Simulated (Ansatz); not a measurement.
**BeBi3 (built on the sites of a database entry of SrBi3): phonons and vibrational spectra**

Wanted: phonon frequencies of BeBi3 (built on the sites of a database entry of SrBi3) and what follows from them.

Calculated with Ansatz 0.2.0; DFT PBEsol, scalar-relativistic, plane waves, norm-conserving pseudopotentials.

The structure was built from a prototype and need not be the compound's stable phase.

### Step 1. Starting point

Symmetry: Pm-3m, No. 221, cubic system. The conventional cell has a = 4.446 Å, b = 4.446 Å, c = 4.446 Å, α = 90.00°, β = 90.00°, γ = 90.00°. Be has 12 Bi at 3.14 Å nearest. Nearest to Bi lie 8 Bi at 3.14 Å and 4 Be at 3.14 Å. Farther neighbours are not listed.

### Step 2. Rough relaxation

A rough relaxation comes first, because large forces or stress need no tight tolerances yet.

File input.yaml:

```yaml
crystal:
  lattice:
    - [4.44566, 0.0, 0.0]
    - [0.0, 4.44566, 0.0]
    - [0.0, 0.0, 4.44566]
  atoms:
    - { symbol: Be, position: [0.0, 0.0, 0.0] }
    - { symbol: Bi, position: [0.5, 0.5, 0.0] }
    - { symbol: Bi, position: [0.5, 0.0, 0.5] }
    - { symbol: Bi, position: [0.0, 0.5, 0.5] }
kpoints:
  mp_grid: { grid: [4, 4, 4] }
hamiltonian:
  xc: pbesol
  pseudopotentials: { kind: nc }
scf:
  occupations: { method: gaussian, width: 0.1 }
output:
  forces: true
  stress: true
  eigenvalues: true
relax:
  adjacent_minimum: "off"
  f_tol: 0.05
  max_steps: 80
  cell: { stress_tol: 0.5 }
```

The run is started by

```sh
$ ansatz run input.yaml --threads 8 --pin off --max-ram 14336MiB --backend cpu --events-out ev --progress --plain --runs-dir out
```

Numbers of over 12 decimals in the logs are rounded to 6 here.

Log:

```text
The last accepted step is kept in <dir> (removed where the run ends without a failure and the disk answers)
Engine: ansatz 0.2.0, aarch64-unknown-linux-gnu
Pseudopotentials: kind: nc
Pseudopotential: Be, nc, valence charge 4, recommended cutoff 1197.300995 eV (normal), Be.nc.azcp (PseudoDojo's, or run here from an input of PseudoDojo's: the run reads no file of this project's for it)
[...]
F+E_penalty+E_count = -7043.28328682 eV   max|allowed force component| = 3.458e-29 eV/Å   (the final SCF, on the basis selected at the relaxed cell)
  cell:  # Å, volume = 106.9999 Å³
    - [4.747457, 0, 0]
    - [0, 4.747457, 0]
    - [0, 0, 4.747457]
  atoms:
    - { symbol: Be, position: [0, 0, 0] }
    - { symbol: Bi, position: [0.5, 0.5, 0] }
    - { symbol: Bi, position: [0.5, 0, 0.5] }
    - { symbol: Bi, position: [0, 0.5, 0.5] }
[key lines of the parts left out:]
SCF converged after 4 iterations
Free energy (F): -7043.283287 eV
Fermi energy:    10.834055 eV
P = ⅓ Tr σ = 0.1480 GPa (1.480 kbar)
```

Run time: 4.5 s. Hardware: 8 threads of Arm Neoverse V2, shared host; peak memory 0.99 GiB; 32 s of CPU time.

Relaxation path:

| step | energy less that of the first step (eV) | largest force component (eV/Å) | pressure (GPa) | volume (Å³) |
| --- | --- | --- | --- | --- |
| 1 | 0.0000 | 0.0000 | 16.62 | 87.86 |
| 2 | -0.7911 | 0.0000 | 3.64 | 101.35 |
| 3 | -0.8510 | 0.0000 | 0.67 | 105.91 |
| 4 | -0.8534 | 0.0000 | 0.05 | 107.00 |
| 5* | -0.8582 | 0.0000 | 0.15 | 107.00 |

Relaxation steps marked * repeat the geometry before them on a plane-wave basis chosen anew for their cell, so energy and pressure can jump there.

The run keeps the 48 symmetry operations that it works with, so distortions that break them were not tested.

| conventional cell, symmetrised | before | after | change |
| --- | --- | --- | --- |
| a (Å) | 4.446 | 4.747 | +6.8 % |
| b (Å) | 4.446 | 4.747 | +6.8 % |
| c (Å) | 4.446 | 4.747 | +6.8 % |
| volume (Å³/atom) | 21.97 | 26.75 | +21.8 % |

The relaxed structure:

```cif
data_structure
_symmetry_space_group_name_H-M 'P 1'
_symmetry_Int_Tables_number 1
_cell_length_a 4.7475
_cell_length_b 4.7475
_cell_length_c 4.7475
_cell_angle_alpha 90.000
_cell_angle_beta 90.000
_cell_angle_gamma 90.000
_cell_volume 107.00
loop_
_atom_site_label
_atom_site_type_symbol
_atom_site_fract_x
_atom_site_fract_y
_atom_site_fract_z
_atom_site_occupancy
Be1 Be 0.00000 0.00000 0.00000 1
Bi2 Bi 0.50000 0.50000 0.00000 1
Bi3 Bi 0.50000 0.00000 0.50000 1
Bi4 Bi 0.00000 0.50000 0.50000 1
```

Numbers from this step:

```yaml
pressure: 0.1480 GPa
volume_per_atom: 26.75 Å³
gap_on_the_k_mesh: 0 eV
```

In this step the volume went from 21.97 to 26.75 Å³/atom.

### Step 3. Relaxation

Harmonic phonons are second derivatives at a point where the forces vanish, and they are wanted at zero stress, so atoms and cell are relaxed first.

input.yaml, the sections that differ from step 2:

```yaml
crystal:
  lattice:
    - [4.7474574687, 0.0, 0.0]
    - [0.0, 4.7474574687, 0.0]
    - [0.0, 0.0, 4.7474574687]
  atoms:
    - { symbol: Be, position: [0.0, 0.0, 0.0] }
    - { symbol: Bi, position: [0.5, 0.5, 0.0] }
    - { symbol: Bi, position: [0.5, 0.0, 0.5] }
    - { symbol: Bi, position: [0.0, 0.5, 0.5] }
kpoints:
  mp_grid: { grid: [10, 10, 10] }
relax:
  adjacent_minimum: "off"
  f_tol: 0.005
  max_steps: 80
  cell: { stress_tol: 0.05 }
# hamiltonian, scf, output: as in step 2
```

Log:

```text
[...]
Crystal: 4 atoms, lattice volume = 107.000 Å³
Basis set: ecut = 1197.300995 eV, 10059 PW (Γ), exchange–correlation on 108×108×108 points (8 copies of the dense FFT grid, shifted against one another)
Bands: 30, of which v1, the nominal top of the filled ones, is band 25 counted from 1 (24 counted from 0)
Symmetry: 48 space group operations
[...]
k-points: 56 of 1000
[...]
--- Relaxed structure (3 steps of the walk, 3 accepted, 1 SCFs on fresh bases) ---
[...]
cell:  # Å, volume = 105.9268 Å³
    - [4.731534, 0, 0]
    - [0, 4.731534, 0.0]
    - [0, 0.0, 4.731534]
  atoms:
    - { symbol: Be, position: [0, 0, 0] }
    - { symbol: Bi, position: [0.5, 0.5, 0] }
    - { symbol: Bi, position: [0.5, 0, 0.5] }
    - { symbol: Bi, position: [0, 0.5, 0.5] }
[key lines of the parts left out:]
SCF converged after 5 iterations
Free energy (F): -7043.469401 eV
Fermi energy:    11.048622 eV
P = ⅓ Tr σ = -0.0104 GPa (-0.104 kbar)
```

Elapsed: 18 s, on 8 threads; peak memory 1.3 GiB; 2.3 min of CPU time.

Relaxation path:

| step | energy less that of the first step (eV) | largest force component (eV/Å) | pressure (GPa) | volume (Å³) |
| --- | --- | --- | --- | --- |
| 1 | 0.0000 | 0.0000 | -0.59 | 107.00 |
| 2 | -0.0003 | 0.0000 | 0.56 | 104.92 |
| 3 | -0.0020 | 0.0000 | -0.01 | 105.93 |
| 4* | -0.0020 | 0.0000 | -0.01 | 105.93 |

Relaxation steps marked * repeat the geometry before them on a plane-wave basis chosen anew for their cell, so energy and pressure can jump there.

Forces are held to the 48 operations that the run works with; a distortion that breaks them can't arise in this run.

| conventional cell, symmetrised | before | after | change |
| --- | --- | --- | --- |
| a (Å) | 4.747 | 4.732 | -0.3 % |
| b (Å) | 4.747 | 4.732 | -0.3 % |
| c (Å) | 4.747 | 4.732 | -0.3 % |
| volume (Å³/atom) | 26.75 | 26.48 | -1.0 % |

This step gave:

```yaml
pressure: -0.01045 GPa
volume_per_atom: 26.48 Å³
```

In this step the volume went from 26.75 to 26.48 Å³/atom.

### Step 4. Tight relaxation

Phonons need a cell at rest on their own settings, so the relaxation is repeated with tight tolerances on forces and stress on the k mesh and occupations of the first response run.

File input.yaml:

```yaml
crystal:
  lattice:
    - [4.7315343464, 0.0, 0.0]
    - [0.0, 4.7315343464, 0.0]
    - [0.0, 0.0, 4.7315343464]
  atoms:
    - { symbol: Be, position: [0.0, 0.0, 0.0] }
    - { symbol: Bi, position: [0.5, 0.5, 0.0] }
    - { symbol: Bi, position: [0.5, 0.0, 0.5] }
    - { symbol: Bi, position: [0.0, 0.5, 0.5] }
kpoints:
  mp_grid: { grid: [10, 10, 10] }
hamiltonian:
  xc: pbesol
  pseudopotentials: { kind: nc }
scf:
  occupations: { method: methfessel_paxton, width: 0.2 }
output:
  forces: true
  stress: true
  eigenvalues: true
  write_density: true
  write_potential: true
  elf: true
  volumetric_format: npy
relax:
  adjacent_minimum: "off"
  f_tol: 0.001
  max_steps: 60
  cell: { stress_tol: 0.01 }
```

Log:

```text
[...]
Crystal: 4 atoms, lattice volume = 105.927 Å³
Basis set: ecut = 1197.300995 eV, 9939 PW (Γ), exchange–correlation on 108×108×108 points (8 copies of the dense FFT grid, shifted against one another)
Bands: 30, of which v1, the nominal top of the filled ones, is band 25 counted from 1 (24 counted from 0)
Symmetry: 48 space group operations
[...]
k-points: 56 of 1000
[...]
--- Relaxed structure (3 steps of the walk, 3 accepted, 1 SCFs on fresh bases) ---
[...]
cell:  # Å, volume = 105.8921 Å³
    - [4.731018, 0, 0.0]
    - [0, 4.731018, 0]
    - [0.0, 0, 4.731018]
  atoms:
    - { symbol: Be, position: [0, 0, 0] }
    - { symbol: Bi, position: [0.5, 0.5, 0] }
    - { symbol: Bi, position: [0.5, 0, 0.5] }
    - { symbol: Bi, position: [0, 0.5, 0.5] }
[key lines of the parts left out:]
SCF converged after 9 iterations
Free energy (F): -7043.462977 eV
Fermi energy:    11.049878 eV
P = ⅓ Tr σ = -0.0001 GPa (-0.001 kbar)
```

Wall time 20 s (8 threads); peak memory 1.3 GiB; 2.6 min of CPU time.

Little changed from the start: no atom moved by 0.005 Å and no cell edge by 0.1 %.

Numbers from this step:

- pressure: -6.14e-5 GPa
- volume per atom: 26.47 Å³

Valence density in the ac plane at fractional y = 0.000, with atoms of Be and Bi within 0.2 Å of it. It is the smooth field of the valence electrons, not physical close to the nuclei.

Ten steps, logarithmic in the rise over the least value, from '_' (0 e/Å³) to '@' (18 e/Å³), each cell a mean:
```
##==..__________________..++
::..______________________..
____________......__________
________....::::::....______
______..::--++++==--..______
______..--++####**==::..____
______..--****--##++::..____
______..--**##**##++::..____
______..::==****++--..______
________..::------::..______
__________..........________
..________________________..
++::____________________..==
@@++..__________________::##
```
Columns run along a (4.7 Å), rows up along c (4.7 Å). Atoms in or near the plane, at fractional coordinates: Be at (0.00, 0.00), Bi at (0.50, 0.50).

ELF in the ac plane at fractional y = 0.000, with atoms of Be and Bi within 0.2 Å of it. It is the smooth field of the valence electrons, not physical close to the nuclei.

Values in units of 1e-1, 14 rows by 14 columns, each cell a mean:
```
7.7 2.2 3.0 5.3 3.2 1.8 1.2 1.2 1.4 2.2 4.1 5.1 1.6 4.7
1.6 2.4 5.1 4.7 2.9 2.1 2.0 2.0 2.0 2.3 3.5 5.3 4.1 1.6
4.8 5.3 5.0 3.6 3.0 3.1 3.3 3.4 3.2 3.0 3.1 4.2 5.3 5.1
4.3 3.9 3.3 3.1 3.6 3.8 3.8 3.8 3.8 3.8 3.3 3.1 3.5 4.1
2.2 2.2 2.5 3.4 3.8 3.8 4.1 4.2 3.9 3.8 3.8 3.0 2.3 2.2
1.3 1.6 2.4 3.7 3.8 4.2 3.5 2.6 4.1 3.9 3.8 3.2 2.0 1.4
1.0 1.4 2.5 3.8 3.8 4.2 1.0 0.2 2.6 4.2 3.8 3.4 2.0 1.2
1.1 1.5 2.5 3.7 3.8 4.3 2.3 1.0 3.5 4.1 3.8 3.3 2.0 1.2
1.7 1.9 2.4 3.5 3.8 3.9 4.3 4.2 4.2 3.8 3.8 3.1 2.1 1.8
3.3 3.0 2.8 3.2 3.7 3.8 3.8 3.8 3.8 3.8 3.6 3.0 2.9 3.2
5.4 5.2 4.3 3.3 3.2 3.5 3.7 3.8 3.7 3.4 3.1 3.6 4.7 5.3
2.4 3.9 5.4 4.3 2.8 2.4 2.5 2.5 2.4 2.5 3.3 5.0 5.1 3.0
4.2 1.4 3.9 5.2 3.0 1.9 1.5 1.4 1.6 2.2 3.9 5.3 2.4 2.2
9.0 4.2 2.4 5.4 3.3 1.7 1.1 1.0 1.3 2.2 4.3 4.8 1.6 7.7
```
Columns run along a (4.7 Å), rows up along c (4.7 Å). Atoms in or near the plane, at fractional coordinates: Be at (0.00, 0.00), Bi at (0.50, 0.50).

Electrostatic potential energy in the ac plane at fractional y = 0.000, with atoms of Be and Bi within 0.2 Å of it. With pseudopotentials it is smooth inside the atoms' cores, unlike the true potential.

Ten even steps from '0' (-65 eV) to '9' (14 eV), each cell a mean:
```
46899999999975
78999999999987
99999999999999
99999888899999
99998754579999
99997410258999
99996200048999
99997300158999
99998532478999
99999876789999
99999999999999
88999999999998
56899999999986
45899999999974
```
Columns run along a (4.7 Å; values clipped at the 3rd and 97th percentile), rows up along c (4.7 Å). Atoms in or near the plane, at fractional coordinates: Be at (0.00, 0.00), Bi at (0.50, 0.50).

The forces vanish by symmetry and the pressure is 0.000 GPa, within the tolerances set. The cell now holds 26.47 Å³/atom.

### Step 5. Modes at Γ

The zone centre comes first: it holds the modes that light can see, as far as symmetry allows. No field response is asked, since the mesh shows no gap.

input.yaml, the sections that differ from step 4:

```yaml
crystal:
  lattice:
    - [4.7310176949, 0.0, 0.0]
    - [0.0, 4.7310176949, 0.0]
    - [0.0, 0.0, 4.7310176949]
  atoms:
    - { symbol: Be, position: [0.0, 0.0, 0.0] }
    - { symbol: Bi, position: [0.5, 0.5, 0.0] }
    - { symbol: Bi, position: [0.5, 0.0, 0.5] }
    - { symbol: Bi, position: [0.0, 0.5, 0.5] }
output:
  eigenvalues: true
phonons:
  method: dfpt
# kpoints, hamiltonian, scf: as in step 4
# relax: removed
```

Log:

```text
zone centre: on kpoints.mp_grid the ground state, and the responses unless they are solved on pairs of k-points, stand on 216 of the mesh's 1000 k-points, reduced under 8 symmetry operations, with k and −k counted as one. Each operation leaves every solved displacement unchanged or reverses it
[...]
Crystal: 4 atoms, lattice volume = 105.892 Å³
Basis set: ecut = 1197.300995 eV, 9939 PW (Γ), exchange–correlation on 108×108×108 points (8 copies of the dense FFT grid, shifted against one another)
Bands: 30, of which v1, the nominal top of the filled ones, is band 25 counted from 1 (24 counted from 0)
Symmetry: 48 space group operations
k-points: 216 of 1000 (irreducible under 8 space group operations)
[...]
SCF iter   1: F=—  HF=-7043.575620 eV  |F-HF|=—  |Δ(HF+E_count)|=         —  Δρ=1.27e-2  dr2=4.73e-1  ethr=3.10e-3  ⟨swp⟩=6.2  Hψ=27053  notcnv=0
[...]
SCF iter  10: F=-7043.462977 eV  HF=-7043.462977 eV  |F-HF|=9.09e-13  |Δ(HF+E_count)|=  9.09e-13  S|Δr|=    0.00e0  Δρ=4.09e-8  dr2=1.33e-12  ethr=1.00e-12  ⟨swp⟩=9.0  Hψ=36198  notcnv=0
SCF 1 converged in 10 iterations: F = -7043.462977 eV  dr2 = 1.33e-12
DFPT response loops at Γ: preconditioner auto → Kerker (q_TF=auto, 2.399 Å⁻¹) (partly filled bands, converged f_vac=0.000); β = 1.00, the filter's whole step (`scf.mixing.beta` (0.50) is not read by the response loops under this deck's `scf.mixing.preconditioner`; to damp them name `kerker` or `kerker_dos`, under which they read `scf.mixing.beta`, and type it under 1.00, their step now; both keys bind the ground state too); Broyden in place of MSR1
SCF converged after 10 iterations
[...]
Free energy (F): -7043.462977 eV
[...]
Internal energy: -7043.464368 eV  (E = F + TS)
E sigma→0 (E₀):  -7043.463325 eV
Entropy (-TS):   0.001391 eV (0.348 meV/atom)
Fermi energy:    11.049878 eV
[...]
--- Band table (eV; the first three rows and the last of 216) ---
  k-point 0: bands = [... 21 lower, 6.8193, 9.4021, 12.1613, 12.1613, 12.1613, 12.9549, 12.9549, 12.9549, ... 1 higher]
  k-point 1: bands = [... 21 lower, 6.9535, 9.6119, 11.8862, 11.9841, 11.9841, 12.6476, 12.8794, 12.8794, ... 1 higher]
  k-point 2: bands = [... 21 lower, 7.2531, 10.2031, 11.3215, 11.3755, 11.3755, 12.0333, 12.9622, 12.9622, ... 1 higher]
  k-point 215: bands = [... 21 lower, 6.2477, 6.2477, 8.6729, 15.4345, 15.4345, 15.9588, 15.9588, 15.9588, ... 1 higher]
--- Phonons (Γ-DFPT): 3 representative perturbations + reference, on 216 of 1000 k-points (Σ response iterations 12) ---
  k mesh reduced under 8 symmetry operations, with k and −k counted as one. Each operation leaves every solved displacement unchanged or reverses it
  ASR residual: 5.169e-5 → 0.000e0 eV/Å²; symmetrization residual: 1.691e-6 eV/Å²
  ASR residual per site (eV/Å²): 2.23e-5 5.17e-5 5.17e-5 5.17e-5
  Γ frequencies (cm⁻¹): -157.87 -157.87 -157.87 -36.53 -36.53 -36.53 0.00 0.00 0.00 87.79 87.79 87.79
  non-analytic LO–TO correction: not included (Born effective charges unavailable; polar crystals: no LO–TO splitting at Γ)
```

Wall time 2.4 min (8 threads); peak memory 9.1 GiB.

This step gave:

```yaml
sum_rule_residual_before_enforcement: 5.17e-5 eV/Å²
point_group: m-3m
highest_optical_mode_at_the_zone_centre_no_lo_to_term: 87.79 cm⁻¹
lowest_optical_zone_centre_mode: -157.9 cm⁻¹
```

Patterns of degenerate modes are one choice out of their space. The modes at Γ (shares of kinetic energy by element, %) (negative means imaginary):

| mode | frequency (cm⁻¹) | symmetry | Be % | Bi % |
| --- | --- | --- | --- | --- |
| 1 | -157.9 | T1u | 98 | 2 |
| 2 | -157.9 | T1u | 98 | 2 |
| 3 | -157.9 | T1u | 98 | 2 |
| 4 | -36.5 | T2u | 0 | 100 |
| 5 | -36.5 | T2u | 0 | 100 |
| 6 | -36.5 | T2u | 0 | 100 |
| 7 | 0.0 | acoustic | 1 | 99 |
| 8 | 0.0 | acoustic | 1 | 99 |
| 9 | 0.0 | acoustic | 1 | 99 |
| 10 | 87.8 | T1u | 0 | 100 |
| 11 | 87.8 | T1u | 0 | 100 |
| 12 | 87.8 | T1u | 0 | 100 |

Displacements in mode 2 (-157.9 cm⁻¹), the largest set to 1:
```
Be1  0.00 -0.12  1.00
Bi2  0.00  0.00 -0.02
Bi3  0.00  0.00 -0.01
Bi4  0.00  0.00 -0.01
```

Displacements in mode 4 (-36.5 cm⁻¹), the largest set to 1:
```
Be1  0.00  0.00  0.00
Bi2  0.02  0.18  0.00
Bi3 -0.02  0.00 -1.00
Bi4  0.00 -0.18  1.00
```

Before it was imposed, the acoustic sum rule was missed by 5.2e-5 eV/Å². Small misses are needed for a sound result but don't prove that mesh and cutoff are converged. The lowest optical mode is imaginary, 157.9i cm⁻¹, so the energy falls along it.

(Continued in part 2 of 2.)

[Logs are printed without paths, hosts, clocks, repeated set-up lines and the standing remarks that a program may print on its own settings, such as how far it seeks lower states.]

[Hosts, paths, dates, database ids (printed as entryN), source tags and the programs' standing remarks are cut or masked in the printed files.]
